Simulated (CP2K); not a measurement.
Two runs for the C K edge of 3-fluorocarbonylpyrrole. Run A: CP2K XAS_TDP, all-electron GAPW, PBEh(45%), aug-cc-pVDZ, TDA, no relativity. Run B differs in one setting.

First lines with a strength over 0.0015. A:

```
                     atom  energy (eV)  states  strength, one atom
C2 (bonded to C, F and O)       283.76       1              0.0702
                                288.42       1              0.0390
                                289.16       2              0.0120
                                289.70       1              0.0109
                                289.82       1              0.0037
       C4 (bonded to 3 C)       281.92       1              0.0197
                                284.43       1              0.0050
                                285.03       1              0.0335
                                286.13       1              0.0037
                                286.42       1              0.0025
 C5 (bonded to 2 C and H)       281.80       1              0.0494
                                283.49       1              0.0018
                                284.48       1              0.0045
                                285.00       1              0.0052
                                285.74       1              0.0042
C6 (bonded to C, N and H)       282.73       1              0.0532
                                284.83       1              0.0110
                                285.79       1              0.0040
                                286.31       1              0.0019
                                286.57       1              0.0038
C8 (bonded to C, N and H)       281.96       1              0.0529
                                285.24       1              0.0095
                                286.33       1              0.0060
                                286.99       1              0.0031
                                287.04       1              0.0020
```

B:

```
                     atom  energy (eV)  states  strength, one atom
C2 (bonded to C, F and O)       278.56       1              0.0521
                                281.82       1              0.0030
                                282.15       1              0.0054
                                282.94       1              0.0042
                                282.96       1              0.0022
       C4 (bonded to 3 C)       275.79       1              0.0094
                                278.92       1              0.0282
                                279.61       1              0.0113
                                280.80       1              0.0066
                                281.40       1              0.0036
 C5 (bonded to 2 C and H)       275.94       1              0.0250
                                276.82       1              0.0138
                                278.20       1              0.0036
                                278.99       2              0.0028
                                279.89       1              0.0045
C6 (bonded to C, N and H)       277.21       1              0.0345
                                277.39       1              0.0079
                                278.17       1              0.0044
                                279.06       1              0.0028
                                279.82       1              0.0040
C8 (bonded to C, N and H)       276.36       1              0.0390
                                278.46       1              0.0035
                                278.76       1              0.0023
                                279.50       1              0.0036
                                280.13       1              0.0021
```

**Question.** Which was it: GW2X switched on, the functional, the basis, scalar relativity switched on?

The functional (functional from PBEh(45%) to PBE0; the lines alone don't name the new value). A functional moves all lines by electronvolts and changes their spacings and strengths. Against PBEh(45%) in aug-cc-pVDZ, the leading lines move by -5.20 eV (C2, to 278.56), -6.13 eV (C4, to 275.79), -5.86 eV (C5, to 275.94), -5.52 eV (C6, to 277.21) and -5.60 eV (C8, to 276.36); the strength of C2's goes from 0.0702 to 0.0521. The next line of C2 over the strength cut lies 3.26 eV higher, against 4.66.

[Banner, clock and machine lines of the logs are left out without a mark of their own.]

[Logs are printed without paths, hosts, clocks, repeated set-up lines and the standing remarks that a program may print on its own settings, such as how far it seeks lower states.]

[Hosts, paths, dates, database ids (printed as entryN), source tags and the programs' standing remarks are cut or masked in the printed files.]
